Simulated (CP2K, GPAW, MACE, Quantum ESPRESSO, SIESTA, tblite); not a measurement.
# Predicting plane-wave site energies from GPAW dzp, PBE: a vacancy of Ge in amorphous Ge at 5.40 g/cm^3 (72 atoms)

Density of this cell: 5.40 g/cm³. The cell holds 72 atoms: 72 Ge. Cell: a = 11.713 Å, b = 11.713 Å, c = 11.713 Å, α = 90.0°, β = 90.0°, γ = 90.0°. 72 atoms (72 Ge) placed at random at 5.4 g/cm³, melted at 3500 K for 10 ps at fixed volume with the Tersoff potential (Tersoff, Phys. Rev. B 39, 5566 (1989)). Quenched from 3500 K to 300 K at 20 K/ps and fixed volume, annealed at 800 K for 20 ps, held 5 ps, then minimised at fixed cell. Then the atoms were relaxed with MACE MPA-0 medium in the fixed cell.

Calculated with Quantum ESPRESSO 7.5: PBE; plane waves, SSSP efficiency, 45/360 Ry; k-points Γ. The cheaper level is PBE; dzp orbitals, PAW, h 0.18 Å; k-points Γ. Each row is one cell with a vacancy of Ge, relaxed with MACE MPA-0 medium; both levels solve the same cells, and energies are counted from site Ge59 at each level.

| energy from GPAW dzp, PBE (eV) | energy from plane waves (eV) | site |
| --- | --- | --- |
| 0.000 | 0 | Ge59 |
| 0.444 | 0.5014 | Ge46 |
| 0.501 | ? | ? |
| 1.043 | 1.114 | Ge56 |
| 1.387 | 1.385 | Ge23 |

Task: Fit a straight line to the rows given and interpolate to the withheld row.

**Working.**

Take u as the energy from GPAW dzp, PBE and v as that from plane waves.

```
  u (eV)    v (eV)
       0         0
0.444141  0.501380
 1.04336   1.11389
 1.38702   1.38478
```

With n = 4: mean u = 0.718630, mean v = 0.750013, Σ(u − ū)² = 1.1440, Σ(u − ū)(v − v̄) = 1.1497. Slope b = 1.1497 / 1.1440 = 1.0050; intercept a = v̄ − b ū = 0.027804.

At the withheld site u = 0.5012, and v = a + b u.

Prediction at 0.501: 0.5315 eV. The run gave 0.4450 eV, so the fit is high by 0.087 eV (19 % of the value).

The slope of 1.0 says that GPAW dzp, PBE spreads the sites about as widely as plane waves do. Taken as it stands, without the line, its value misses the withheld site by 0.056 eV. Among the rows given, the largest miss of the fit is at 1.043, by 0.038 eV (2.7 % of the range of the table).

Limits: Few sites, one cell. The geometries are those of MACE MPA-0 medium, not of DFT.

[Logs are printed without paths, hosts, clocks, repeated set-up lines and the standing remarks that a program may print on its own settings, such as how far it seeks lower states.]

[Hosts, paths, dates, database ids (printed as entryN), source tags and the programs' standing remarks are cut or masked in the printed files.]
